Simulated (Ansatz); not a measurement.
# CH3 on Mg(0001), ontop start, 2x2 cell: photoemission fingerprints, part 2 of 3

Aim: how the adsorbate changes the work function, the valence spectrum and the core levels in CH3 on Mg(0001), ontop start, 2x2 cell.

Ansatz 0.2.0; DFT, PBE, plane-wave PAW, default files, scalar-relativistic.

So far, work function, upper face (eV): step 2 (the clean face) 3.76; step 3 (relaxation) 4.50.

### 4. Bands by layer

This is the main run. States are solved along the surface zone's path and weighed by where they lie along the normal, since photoemission sees the top layers. The cell holds 4 small cells, so the bands are unfolded.

File input.yaml:

```yaml
crystal:
  lattice:
    - [6.38, 0.0, 0.0]
    - [3.19, 5.5252420761, 0.0]
    - [0.0, 0.0, 25.195]
  atoms:
    - { symbol: H, position: [0.1535832841, 0.0181748737, 0.7223020999] }
    - { symbol: H, position: [0.8318749036, 0.1521847252, 0.7224948431] }
    - { symbol: H, position: [0.0196868295, 0.8303813749, 0.7224959539] }
    - { symbol: C, position: [0.0014957892, 0.000215806, 0.7072490115] }
    - { symbol: Mg, position: [-6.20452e-05, 3.06811e-05, 0.6210144287] }
    - { symbol: Mg, position: [0.5002557277, -0.0004423089, 0.6058373647] }
    - { symbol: Mg, position: [-0.0005987387, 0.500275642, 0.6058074272] }
    - { symbol: Mg, position: [0.5001014818, 0.5002127919, 0.6058081357] }
    - { symbol: Mg, position: [0.8349919699, 0.3299044072, 0.5050345301] }
    - { symbol: Mg, position: [0.3332779776, 0.3333294986, 0.5019205431] }
    - { symbol: Mg, position: [0.8350366294, 0.8350722461, 0.505021913] }
    - { symbol: Mg, position: [0.3298735008, 0.8350828078, 0.5050509964] }
    - { symbol: Mg, position: [0.0, 0.0, 0.400674737] }
    - { symbol: Mg, position: [0.5, 0.0, 0.400674737] }
    - { symbol: Mg, position: [0.0, 0.5, 0.400674737] }
    - { symbol: Mg, position: [0.5, 0.5, 0.400674737] }
    - { symbol: Mg, position: [0.833333333, 0.333333333, 0.297678111] }
    - { symbol: Mg, position: [0.333333333, 0.333333333, 0.297678111] }
    - { symbol: Mg, position: [0.833333333, 0.833333333, 0.297678111] }
    - { symbol: Mg, position: [0.333333333, 0.833333333, 0.297678111] }
kpoints:
  mp_grid: { grid: [6, 6, 1] }
scf:
  occupations: { method: fermi_dirac, width: 0.05 }
  n_extra_bands: 26
hamiltonian:
  xc: pbe
  pseudopotentials: { kind: paw }
output:
  forces: true
  write_potential: true
  volumetric_format: []
  dos:
    projected:
      site_lists:
        adsorbate: [0, 1, 2, 3]
        layer_1: [4, 5, 6, 7]
        layer_2: [8, 9, 10, 11]
        layer_3: [12, 13, 14, 15]
        other_layers: [16, 17, 18, 19]
    de: 0.05
    e_range: [-30, 12]
    method: { smearing: { sigma: 0.15, scheme: gaussian } }
  eigenstates:
    kpoints:
      - [0.33333333, -0.33333333, 0.0]
      - [0.25, -0.375, 0.0]
      - [0.16666667, -0.41666667, 0.0]
      - [0.08333333, -0.45833333, 0.0]
      - [0.0, 0.5, 0.0]
      - [-0.08333333, 0.45833333, 0.0]
      # [... 29 more points ...]
      - [0.25, 0.5, 0.0]
      - [0.29166667, -0.41666667, 0.0]
    e_range: [-8.0, 4.0]
    unfold:
      supercell_matrix: [[2, 0, 0], [0, 2, 0], [0, 0, 1]]
      layers:
        axis: 3
        edges: [0.138916, 0.426768, 0.426868, 0.573335, 0.573435, 0.881256]
efield:
  axis: 3
  dipole_correction: true
```

Started as:

```console
$ ansatz run input.yaml --threads 8 --pin off --max-ram 20480MiB --backend cpu --events-out ev --progress --plain --runs-dir out
```

Wall time 97 s (8 threads of Arm Neoverse V2, shared host); peak memory 5.4 GiB.

Numbers from this step:

- Fermi energy: 0.1281 eV
- share of occupied states in no projected shell: 0.2109 of the occupied states in the window
- DOS at the Fermi level: 7.717 states/eV/cell

A(k,E), total over k along the path and E. Zero: Fermi level.

Values in eV⁻¹, 12 rows by 16 columns, each cell a mean:
```
1.81 1.84 2.05 0.77 0.40 0.69 0.88 0.83 0.50 0.57 1.15 0.98 0.97 0.78 1.56 1.79
1.79 2.48 1.35 0.27 0.67 0.63 0.44 0.49 0.70 0.53 1.04 1.25 1.31 1.49 1.37 1.68
1.88 1.72 0.55 0.57 0.23 0.39 0.63 0.56 0.30 0.33 0.93 1.52 0.96 0.98 1.84 1.92
3.18 1.08 0.71 0.50 0.65 0.37 0.25 0.29 0.49 0.64 0.51 1.13 1.43 1.34 1.20 3.00
1.35 0.94 0.56 0.68 0.50 0.67 0.71 0.70 0.59 0.50 0.71 1.08 1.82 1.97 2.36 1.72
0.45 1.00 0.79 0.57 0.70 0.46 0.52 0.49 0.54 0.76 0.59 0.90 1.93 1.97 1.05 0.30
0.13 0.83 0.83 0.69 0.47 0.80 0.81 0.82 0.70 0.44 0.78 1.07 0.52 0.27 0.17 0.12
0.08 0.21 1.04 0.76 0.80 0.36 0.29 0.29 0.54 0.82 0.91 0.70 0.12 0.10 0.09 0.08
0.30 0.32 0.68 1.27 0.88 1.01 1.07 1.07 0.88 1.09 1.17 0.44 0.35 0.34 0.32 0.30
0.26 0.26 0.29 0.77 1.27 1.08 0.91 0.97 1.18 1.17 0.46 0.25 0.23 0.24 0.25 0.26
0.03 0.04 0.05 0.09 0.46 0.97 1.09 1.05 0.83 0.20 0.06 0.04 0.04 0.04 0.03 0.03
0.02 0.02 0.02 0.03 0.06 0.14 0.23 0.20 0.10 0.05 0.03 0.02 0.02 0.02 0.02 0.02
```
Columns: k along the path (Å⁻¹) from 0 to 3.11; rows upwards: E (eV) from -7.7 to 3.28.

A(k,E), top over k along the path and E. Zero: Fermi level.

Values in eV⁻¹, 12 rows by 16 columns, each cell a mean:
```
0.45 0.48 0.39 0.19 0.12 0.22 0.29 0.27 0.16 0.15 0.26 0.27 0.26 0.20 0.35 0.45
0.43 0.50 0.23 0.07 0.19 0.18 0.13 0.14 0.20 0.14 0.20 0.33 0.35 0.39 0.32 0.40
0.51 0.31 0.14 0.15 0.07 0.12 0.19 0.17 0.09 0.10 0.19 0.33 0.26 0.27 0.46 0.53
0.55 0.25 0.19 0.14 0.18 0.12 0.09 0.10 0.15 0.17 0.14 0.25 0.37 0.36 0.33 0.58
0.23 0.28 0.19 0.21 0.16 0.21 0.22 0.21 0.18 0.16 0.21 0.27 0.46 0.49 0.44 0.23
0.13 0.23 0.26 0.20 0.22 0.16 0.19 0.18 0.18 0.24 0.20 0.28 0.33 0.28 0.17 0.11
0.05 0.14 0.22 0.22 0.16 0.24 0.24 0.25 0.22 0.15 0.25 0.23 0.09 0.07 0.07 0.05
0.05 0.06 0.19 0.22 0.26 0.12 0.09 0.09 0.17 0.26 0.21 0.11 0.04 0.04 0.05 0.05
0.28 0.29 0.31 0.40 0.36 0.43 0.45 0.45 0.39 0.40 0.37 0.31 0.32 0.31 0.29 0.28
0.25 0.24 0.24 0.28 0.36 0.36 0.31 0.33 0.37 0.32 0.25 0.22 0.21 0.22 0.23 0.25
0.02 0.02 0.02 0.03 0.06 0.11 0.15 0.13 0.09 0.04 0.03 0.02 0.02 0.02 0.02 0.02
0.01 0.01 0.01 0.01 0.01 0.02 0.03 0.03 0.02 0.01 0.01 0.01 0.01 0.01 0.01 0.01
```
Columns: k along the path (Å⁻¹) from 0 to 3.11; rows upwards: E (eV) from -7.7 to 3.28.

A(k,E), middle over k along the path and E. Zero: Fermi level.

Ten even steps from '0' (0.00 eV⁻¹) to '9' (1.44 eV⁻¹), each cell a mean:
```
334354100000000000132121111343
453652110000000000121221112343
535750001000000011033212333335
334421000111111100014221111333
235201100000000000023331112562
675210110000000000111323444246
872110011000000011101223221258
932101001111111110011231123569
231201100011111000010144555662
022110110000000001101135577410
012111011000000011002127642000
002211101110001110011131100000
000321210011111000111320000000
000131121000000002112200000000
000023101210000121123100000000
000003220122222101231000000000
000000322100000012320000000000
000000132221112223200000000000
000000013322222232000000000000
000000000234344310000000000000
000000000001110000000000000000
000000000000000000000000000000
```
Columns: k along the path (Å⁻¹) from 0 to 3.11; rows upwards: E (eV) from -7.7 to 3.28.

A(k,E), bottom over k along the path and E. Zero: Fermi level.

Ten even steps from '0' (0.00 eV⁻¹) to '9' (1.45 eV⁻¹), each cell a mean:
```
445375200123233211242242212655
474862221011111002332343334564
547951012210001132134326665435
457522001232223210015342221344
356211100011211000124541113773
985311210000000001211434565359
973121012100000122112334322379
832112111222112211122342235779
242211211111111111221256777652
023121121111111112211236677410
012221122111111122102236531000
002322101321112321021231100000
000331210023332100212310000000
000132121000000012113200000000
000023212210001221233100000000
000002331123333212331000000000
000000333111111123310000000000
000000133332223333200000000000
000000012323332231000000000000
000000000133333210000000000000
000000000001110000000000000000
000000000000000000000000000000
```
Columns: k along the path (Å⁻¹) from 0 to 3.11; rows upwards: E (eV) from -7.7 to 3.28.

Peaks of A(k,E) at the labelled points: for each region the eleven nearest the zero at most, each over 6 % of that point's highest, less those above the energy where the solved bands run out; weight and spread sum the levels within three half widths or 0.3 eV, so near peaks share levels. Peaks of the spectral function, the first 40 of 81 rows:

| point | weight on | E (eV) | A (1/eV) | weight near the peak | rms spread of levels (eV) |
| --- | --- | --- | --- | --- | --- |
| K | total | -4.96 | 0.786 | 0.531 | 0.067 |
| K | total | -1.7 | 0.319 | 0.11 | 0.178 |
| K | total | -0.28 | 5.114 | 3.081 | 0.061 |
| K | total | 0.4 | 5.129 | 2.987 | 0.032 |
| K | total | 1.58 | 2.1 | 1.105 | 0.131 |
| K | total | 2.24 | 3.211 | 1.923 | 0.087 |
| K | total | 3.14 | 2.176 | 1.23 | 0.077 |
| K | top | -4.96 | 0.767 | 0.53 | 0.067 |
| K | top | -1.72 | 0.183 | 0.105 | 0.177 |
| K | top | -0.3 | 0.438 | 0.267 | 0.126 |
| K | top | 0.44 | 1.313 | 0.799 | 0.03 |
| K | top | 1.18 | 0.385 | 0.43 | 0.219 |
| K | top | 1.58 | 0.64 | 0.423 | 0.186 |
| K | top | 2.26 | 0.677 | 0.398 | 0.123 |
| K | top | 3.14 | 0.574 | 0.343 | 0.102 |
| K | middle | -0.28 | 2.458 | 1.527 | 0.052 |
| K | middle | 0.4 | 1.438 | 0.782 | 0.03 |
| K | middle | 1.6 | 0.606 | 0.616 | 0.315 |
| K | middle | 2.24 | 1.264 | 0.77 | 0.062 |
| K | middle | 3.14 | 0.634 | 0.345 | 0.059 |
| K | bottom | -0.28 | 2.216 | 1.285 | 0.027 |
| K | bottom | 0.38 | 2.404 | 1.404 | 0.024 |
| K | bottom | 1.58 | 0.854 | 0.407 | 0.037 |
| K | bottom | 2.22 | 1.288 | 0.753 | 0.079 |
| K | bottom | 3.14 | 0.967 | 0.542 | 0.064 |
| Γ | total | -6.62 | 1.712 | 0.997 | 0 |
| Γ | total | -5.82 | 1.749 | 0.993 | 0 |
| Γ | total | -4.56 | 1.772 | 1.33 | 0.165 |
| Γ | total | -2.86 | 1.557 | 0.929 | 0 |
| Γ | total | -1.58 | 0.738 | 0.497 | 0.162 |
| Γ | total | -0.62 | 1.081 | 0.8 | 0.162 |
| Γ | total | 0.7 | 0.369 | 0.136 | 0.093 |
| Γ | total | 1.38 | 1.393 | 0.841 | 0.071 |
| Γ | total | 2.96 | 1.539 | 0.993 | 0.138 |
| Γ | top | -6.6 | 0.152 | 0.072 | 0 |
| Γ | top | -5.82 | 0.415 | 0.231 | 0 |
| Γ | top | -4.9 | 0.682 | 0.644 | 0.187 |
| Γ | top | -4.56 | 0.622 | 0.644 | 0.187 |
| Γ | top | -2.86 | 0.454 | 0.268 | 0 |
| Γ | top | -1.58 | 0.275 | 0.196 | 0.185 |

The DOS has structure finer than the step of the table below, so its rows give means over 1 eV, whole bins alone (the curve runs from -13.8 to 4.53 eV). Peaks (eV: height): total -5.0: 16.3, 1.7: 11.3, 2.3: 13.5, 4.2: 15.6; Mg 3s -4.1: 6.99, -2.9: 6.99, -2.5: 5.19, -1.8: 6.20; Mg 3p* 1.7: 10.1, 2.3: 11.3, 2.9: 9.97, 4.2: 14.1; C 2p -5.0: 7.42, -1.4: 1.27; H 1s -11.8: 2.77, -5.0: 4.86.

* holds the states left over by the projection beside any projected weight of its own. Table of DOS by E, zero at the Fermi level; means over each step; values in states/eV/cell:

| E (eV) | total | Mg 3s | Mg 3p* | C 2p | H 1s | C 2s |
| --- | --- | --- | --- | --- | --- | --- |
| -13 | 0 | 0 | 0 | 0 | 0 | 0 |
| -12 | 1.99 | 0.0339 | 0.0317 | 0.0188 | 0.814 | 1.09 |
| -11 | 0.0121 | 2.1e-4 | 2.1e-4 | 1.1e-4 | 0.00497 | 0.00663 |
| -10 | 0 | 0 | 0 | 0 | 0 | 0 |
| -9 | 0 | 0 | 0 | 0 | 0 | 0 |
| -8 | 0 | 0 | 0 | 0 | 0 | 0 |
| -7 | 0.195 | 0.194 | 7.2e-4 | 1.2e-4 | 1.0e-4 | 3.5e-5 |
| -6 | 2.01 | 1.99 | 0.0161 | 0.00781 | 0.00425 | 4.3e-4 |
| -5 | 7.03 | 3.05 | 0.119 | 2.33 | 1.53 | 5.7e-4 |
| -4 | 4.48 | 4.17 | 0.210 | 0.0740 | 0.0290 | 4.4e-4 |
| -3 | 5.26 | 4.53 | 0.520 | 0.191 | 0.0160 | 8.9e-4 |
| -2 | 6.73 | 4.80 | 1.39 | 0.507 | 0.0171 | 0.0170 |
| -1 | 7.71 | 3.48 | 3.53 | 0.634 | 0.0190 | 0.0538 |
| 0 | 7.47 | 2.02 | 5.20 | 0.183 | 0.0252 | 0.0456 |
| 1 | 7.90 | 2.38 | 5.39 | 0.0746 | 0.0221 | 0.0241 |
| 2 | 9.86 | 1.46 | 8.27 | 0.0362 | 0.0587 | 0.0366 |
| 3 | 9.07 | 0.833 | 8.06 | 0.0381 | 0.0947 | 0.0472 |
| 4 | 13.4 | 0.962 | 12.1 | 0.0575 | 0.199 | 0.0596 |

This run's widths, added to any smearing of the DOS itself: Gaussian 0.6 eV, Lorentzian 0.1 eV. Table of intensity by binding energy, zero at the Fermi level; values in % of the maximum within 13 eV:

| binding energy (eV) | 21.2 eV | 100 eV | 1486.7 eV | 9251.7 eV |
| --- | --- | --- | --- | --- |
| -1 | 0.200 | 0.425 | 1.10 | 1.02 |
| 0 | 4.02 | 11.3 | 29.1 | 25.7 |
| 1 | 16.2 | 32.6 | 79.3 | 74.3 |
| 2 | 15.7 | 30.5 | 99.0 | 98.2 |
| 3 | 7.69 | 19.4 | 96.3 | 97.6 |
| 4 | 6.95 | 16.7 | 88.3 | 90.0 |
| 5 | 97.4 | 97.5 | 68.7 | 64.4 |
| 6 | 2.85 | 6.51 | 36.7 | 37.7 |
| 7 | 0.453 | 0.892 | 4.14 | 4.23 |
| 8 | 0.172 | 0.302 | 0.602 | 0.568 |
| 9 | 0.0990 | 0.273 | 0.416 | 0.351 |
| 10 | 0.0650 | 0.448 | 0.492 | 0.329 |
| 11 | 0.0462 | 4.07 | 3.39 | 1.60 |
| 12 | - | 71.4 | 57.8 | 26.0 |
| 13 | - | 1.03 | 0.893 | 0.447 |

Maxima picked by a test of local sharpness, so broad peaks and shoulders can be missing; peaks within 0.45 eV of a curve's cut are left out. Valence peaks, by row:

| photon energy (eV) | binding energy (eV) | height (% of the maximum within 13 eV) | main shell | its share (%) |
| --- | --- | --- | --- | --- |
| 21.2 | 4.95 | 100 | C 2p | 70.08 |
| 21.2 | 1.4 | 20.82 | C 2p | 86.33 |
| 100 | 11.8 | 86.89 | C 2s | 91.51 |
| 100 | 4.95 | 100 | C 2p | 79.81 |
| 100 | 1.4 | 36.99 | C 2p | 55.34 |
| 1487 | 11.8 | 70.41 | C 2s | 97.48 |
| 1487 | 4.8 | 71.24 | Mg 3s | 91.31 |
| 1487 | 4 | 88.59 | Mg 3s | 99.13 |
| 1487 | 2.85 | 98.78 | Mg 3s | 98.3 |
| 1487 | 1.9 | 100 | Mg 3s | 95.23 |
| 9252 | 11.8 | 31.61 | C 2s | 96.22 |
| 9252 | 4 | 90.33 | Mg 3s | 99.86 |
| 9252 | 2.85 | 100 | Mg 3s | 99.7 |
| 9252 | 1.9 | 98.85 | Mg 3s | 98.91 |

The planar mean, electrostatic potential oscillates, so the rows of the table below give means over windows of 2.66 Å about each position, cut where the curve ends. Its maxima inside the range that stand out by 2 % of the span (Å: eV): 8.8: 0.894, 11.3: 0.936, 14.0: 0.999, 17.1: 3.05. Its minima: 7.6: -11.8, 10.1: -11.8, 12.7: -11.8, 15.4: -11.0, 18.1: 0.404.

From the Fermi level. Table of planar mean, electrostatic potential by z; means over each step:

z (Å), planar mean, electrostatic potential (eV) and a bar from the least value:
```
     1.33        3.9 ############################
     3.99        3.7 ###########################
     6.65       -2.8 #####
     9.31       -4.2 
    11.97       -4.1 
    14.63       -4.0 #
    17.29        1.3 ###################
    19.95        4.4 ##############################
    22.61        4.5 ##############################
```

The intensity has structure finer than the step of the table below, so its rows give means over 0.5 eV, whole bins alone (the curve runs from -13.8 to 1.43 eV). Peaks (eV: height): C K -4.97: 97.8, -1.38: 19.5; C K, E along x -4.97: 146; C K, E along y -4.97: 147; C K, E along z -1.38: 58.1; Mg L2,3 -4.88: 67.7, -4.08: 94.9, -2.88: 98.6, -1.77: 90.4.

Shapes are the site's partial DOS without matrix elements, which overweights lines from ligand s bands. Table of intensity by emission energy less the core level's binding energy, zero at the Fermi level; means over each step; values in % of the unpolarised maximum:

| emission energy less the core level's binding energy (eV) | C K | C K, E along x | C K, E along y | C K, E along z | Mg L2,3 |
| --- | --- | --- | --- | --- | --- |
| -13.5 | 0.0138 | 0.0134 | 0.0134 | 0.0147 | 6.2e-4 |
| -13.0 | 0.0174 | 0.0151 | 0.0151 | 0.0221 | 7.2e-4 |
| -12.5 | 0.0333 | 0.0172 | 0.0172 | 0.0657 | 0.00330 |
| -12.0 | 0.466 | 0.0197 | 0.0197 | 1.36 | 0.715 |
| -11.5 | 0.274 | 0.0228 | 0.0228 | 0.777 | 0.360 |
| -11.0 | 0.0329 | 0.0267 | 0.0268 | 0.0450 | 0.00132 |
| -10.5 | 0.0299 | 0.0318 | 0.0318 | 0.0260 | 0.00132 |
| -10.0 | 0.0334 | 0.0384 | 0.0385 | 0.0233 | 0.00153 |
| -9.5 | 0.0396 | 0.0474 | 0.0475 | 0.0239 | 0.00184 |
| -9.0 | 0.0487 | 0.0599 | 0.0600 | 0.0261 | 0.00228 |
| -8.5 | 0.0620 | 0.0781 | 0.0783 | 0.0295 | 0.00295 |
| -8.0 | 0.0824 | 0.106 | 0.106 | 0.0344 | 0.00406 |
| -7.5 | 0.116 | 0.153 | 0.153 | 0.0412 | 0.00642 |
| -7.0 | 0.178 | 0.240 | 0.241 | 0.0533 | 0.739 |
| -6.5 | 0.325 | 0.438 | 0.440 | 0.0985 | 16.1 |
| -6.0 | 0.803 | 1.10 | 1.11 | 0.203 | 27.1 |
| -5.5 | 6.82 | 9.90 | 10.1 | 0.456 | 46.9 |
| -5.0 | 69.2 | 103 | 104 | 0.619 | 50.8 |
| -4.5 | 14.2 | 20.8 | 20.4 | 1.48 | 48.2 |
| -4.0 | 2.39 | 2.14 | 2.12 | 2.90 | 77.5 |
| -3.5 | 1.98 | 0.888 | 0.881 | 4.17 | 56.5 |
| -3.0 | 3.84 | 0.525 | 0.521 | 10.5 | 81.8 |
| -2.5 | 7.29 | 0.295 | 0.293 | 21.3 | 70.4 |
| -2.0 | 10.4 | 0.238 | 0.236 | 30.8 | 78.5 |
| -1.5 | 15.2 | 0.153 | 0.152 | 45.3 | 65.1 |
| -1.0 | 10.2 | 0.112 | 0.111 | 30.4 | 58.6 |
| -0.5 | 6.73 | 0.0847 | 0.0836 | 20.0 | 37.1 |
| 0.0 | 1.90 | 0.0636 | 0.0630 | 5.37 | 19.2 |
| 0.5 | 0.202 | 0.0348 | 0.0347 | 0.522 | 0.0339 |
| 1.0 | 0.101 | 0.0285 | 0.0285 | 0.244 | 0.00721 |

Recipe: projected DOS times atomic cross section and asymmetry factor (unpolarised light, 45° from the beam), occupied states only, Fermi edge at 77 K, a Lorentzian width of 0.1 eV growing by 0 eV per eV of binding energy, and a resolution of 0.6 eV. Each atom is damped by exp[−depth/(λ cos θ)], θ = 30° from the normal, λ from the universal curve. Curves are cut 10 eV under the photon energy, above any shell that the free atom's threshold puts out of reach, or at the lower edge of the window: 11.2 eV at 21.2 eV, 13.8 eV at 100 eV, 13.8 eV at 1486.7 eV and 13.8 eV at 9251.7 eV. A star in tables and legends marks shells that hold the states left over by the projection (21.1 % of the filled ones), a stand-in for orbitals that the files don't project on. Matrix elements of the solid and inelastic losses aren't modelled, nor non-dipole terms, which matter above 3 keV.

How the area divides among the shells (%):

| shell | 21.2 eV | 100 eV | 1486.7 eV | 9251.7 eV |
| --- | --- | --- | --- | --- |
| H 1s | 18.6 | 5.7 | 0.2 | 0.1 |
| C 2s | 0.3 | 25.9 | 10.9 | 5.2 |
| C 2p | 71.2 | 40.3 | 1.4 | 0.1 |
| Mg 3s | 8.6 | 23.2 | 85.0 | 94.1 |
| Mg 3p* | 1.3 | 4.9 | 2.5 | 0.5 |

Cross sections used, in Mb an electron:

| shell | 21.2 eV | 100 eV | 1486.7 eV | 9251.7 eV |
| --- | --- | --- | --- | --- |
| H 1s | 1.9 | 0.019 | 3.0e-6 | 6.0e-9 |
| C 2s | 0.58 | 0.18 | 3.1e-4 | 1.3e-6 |
| C 2p | 2.7 | 0.079 | 9.8e-6 | 6.5e-9 |
| Mg 3s | 0.12 | 0.029 | 1.8e-4 | 1.4e-6 |
| Mg 3p* | 0.039 | 0.016 | 1.3e-5 | 1.7e-8 |

Regions along c: top from 14.4 to 22.2 Å, middle from 10.8 to 14.4 Å, bottom from 3.5 to 10.8 Å.

States with weight above 0.08 nearest the zero at K of the zone, within the window kept, -6.6 to 3.3 eV (levels that the program groups as degenerate share a row):

| E (eV) | weight, total | weight, top | weight, middle | weight, bottom |
| --- | --- | --- | --- | --- |
| -1.73 | 0.10 | 0.10 | 0.00 | 0.00 |
| -0.55 | 0.14 | 0.10 | 0.04 | 0.01 |
| -0.31 | 1.00 | 0.07 | 0.48 | 0.44 |
| -0.28 | 1.00 | 0.05 | 0.35 | 0.59 |
| -0.25 | 0.94 | 0.04 | 0.65 | 0.25 |
| 0.37 | 0.99 | 0.04 | 0.20 | 0.76 |
| 0.40 | 0.99 | 0.24 | 0.27 | 0.47 |
| 0.44 | 0.98 | 0.51 | 0.31 | 0.17 |
| 1.15 | 0.11 | 0.10 | 0.01 | 0.00 |
| 1.58 | 0.99 | 0.32 | 0.27 | 0.40 |

States with weight above 0.08 nearest the zero at Γ of the zone, within the window kept, -6.6 to 3.3 eV (levels that the program groups as degenerate share a row):

| E (eV) | weight, total | weight, top | weight, middle | weight, bottom |
| --- | --- | --- | --- | --- |
| -4.54 | 0.98 | 0.30 | 0.30 | 0.38 |
| -2.86 | 0.93 | 0.27 | 0.22 | 0.44 |
| -1.85 | 0.11 | 0.04 | 0.02 | 0.05 |
| -1.56 | 0.33 | 0.13 | 0.07 | 0.13 |
| -0.96 | 0.21 | 0.05 | 0.07 | 0.09 |
| -0.61 | 0.58 | 0.18 | 0.17 | 0.23 |
| 0.67 | 0.13 | 0.06 | 0.02 | 0.05 |
| 1.38 | 0.83 | 0.22 | 0.17 | 0.42 |
| 2.54 | 0.11 | 0.03 | 0.02 | 0.06 |
| 2.96 | 0.88 | 0.29 | 0.10 | 0.35 |

States with weight above 0.08 nearest the zero at M of the zone, within the window kept, -6.6 to 3.3 eV (levels that the program groups as degenerate share a row):

| E (eV) | weight, total | weight, top | weight, middle | weight, bottom |
| --- | --- | --- | --- | --- |
| -1.56 | 0.23 | 0.08 | 0.04 | 0.10 |
| -1.16 | 0.33 | 0.11 | 0.09 | 0.13 |
| -1.13 | 0.65 | 0.07 | 0.15 | 0.42 |
| -1.01 | 0.63 | 0.24 | 0.20 | 0.19 |
| -0.96 | 0.26 | 0.04 | 0.09 | 0.13 |
| -0.61 | 0.14 | 0.08 | 0.03 | 0.03 |
| 0.26 | 0.62 | 0.19 | 0.19 | 0.24 |
| 0.27 | 0.34 | 0.06 | 0.10 | 0.17 |
| 0.38 | 0.60 | 0.15 | 0.21 | 0.24 |
| 0.67 | 0.29 | 0.08 | 0.11 | 0.09 |

The largest force component on a free atom is 0.016 eV/Å, so the atoms are at rest for these settings too. At the Fermi level the DOS is 7.72 states/eV a cell.

(Part 2 of 3 ends here.)

[Logs are printed without paths, hosts, clocks, repeated set-up lines and the standing remarks that a program may print on its own settings, such as how far it seeks lower states.]

[Hosts, paths, dates, database ids (printed as entryN), source tags and the programs' standing remarks are cut or masked in the printed files.]

[Maps of the electrostatic potential energy from Ansatz leave out the sawtooth potential of an applied field or a dipole correction, so their vacuum need not be flat; work functions include it.]
